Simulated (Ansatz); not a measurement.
Planning a GW calculation on AlN (P6_3mc).

The database entry behind the starting cell differs from later determinations by our own check (inner coordinate u about 0.002 short), so it need not match the best structure at ambient conditions.

```cif
data_structure
_symmetry_space_group_name_H-M 'P 1'
_symmetry_Int_Tables_number 1
_cell_length_a 3.1130
_cell_length_b 3.1130
_cell_length_c 4.9810
_cell_angle_alpha 90.000
_cell_angle_beta 90.000
_cell_angle_gamma 120.000
_cell_volume 41.80
loop_
_atom_site_label
_atom_site_type_symbol
_atom_site_fract_x
_atom_site_fract_y
_atom_site_fract_z
_atom_site_occupancy
Al1 Al 0.33333 0.66667 0.00000 1
Al2 Al 0.66667 0.33333 0.50000 1
N3 N 0.33333 0.66667 0.38000 1
N4 N 0.66667 0.33333 0.88000 1
```

The cell and positions come from the Crystallography Open Database and are kept as given unless a step says otherwise.

Runs so far (Ansatz 0.2.0, start PBE, PAW set soft_1 files, 6×6×4 mesh). Times are wall times on 1 × NVIDIA H100 80GB HBM3 (shared by 6 runs) with 3 threads of AMD EPYC 7R13 (Zen 3), shared host, good to a factor of about two.

```
bands summed  cutoff (eV)  gap on the mesh (eV)  time
          41           50                 5.412  12 s
         102          100                 5.744  14 s
         182          150                 5.868  16 s
         317          220                 5.923  18 s
```

What should the next rung give, with 501 bands and screening to 300 eV, and where is the limit?

The error falls about as one over the bands when the cutoff rises with them. A line through the two highest rungs given predicts 5.951 eV; the run gave 5.943 eV, close to it. The two highest rungs put the limit near 5.978 eV, the pair below near 5.998 eV; their difference is a rough measure of what is unsettled in bands and cutoff; the mesh is a separate error.

Gaps are over the mesh's points; an edge off the mesh would be missed. Limits: not at the basis limit.

[Paths, hosts, dates, memory and timing lines, banners, echoed tables and standing remarks are left out of the program output.]

[Logs are printed without paths, hosts, clocks, repeated set-up lines and the standing remarks that a program may print on its own settings, such as how far it seeks lower states.]

[Runs of the session that timed out or met a known fault of the program may be left out.]

[Cells called generated may have been cut or substituted from an entry of the Crystallography Open Database or the Materials Project.]

[Hosts, paths, dates, database ids (printed as entryN), source tags and the programs' standing remarks are cut or masked in the printed files.]
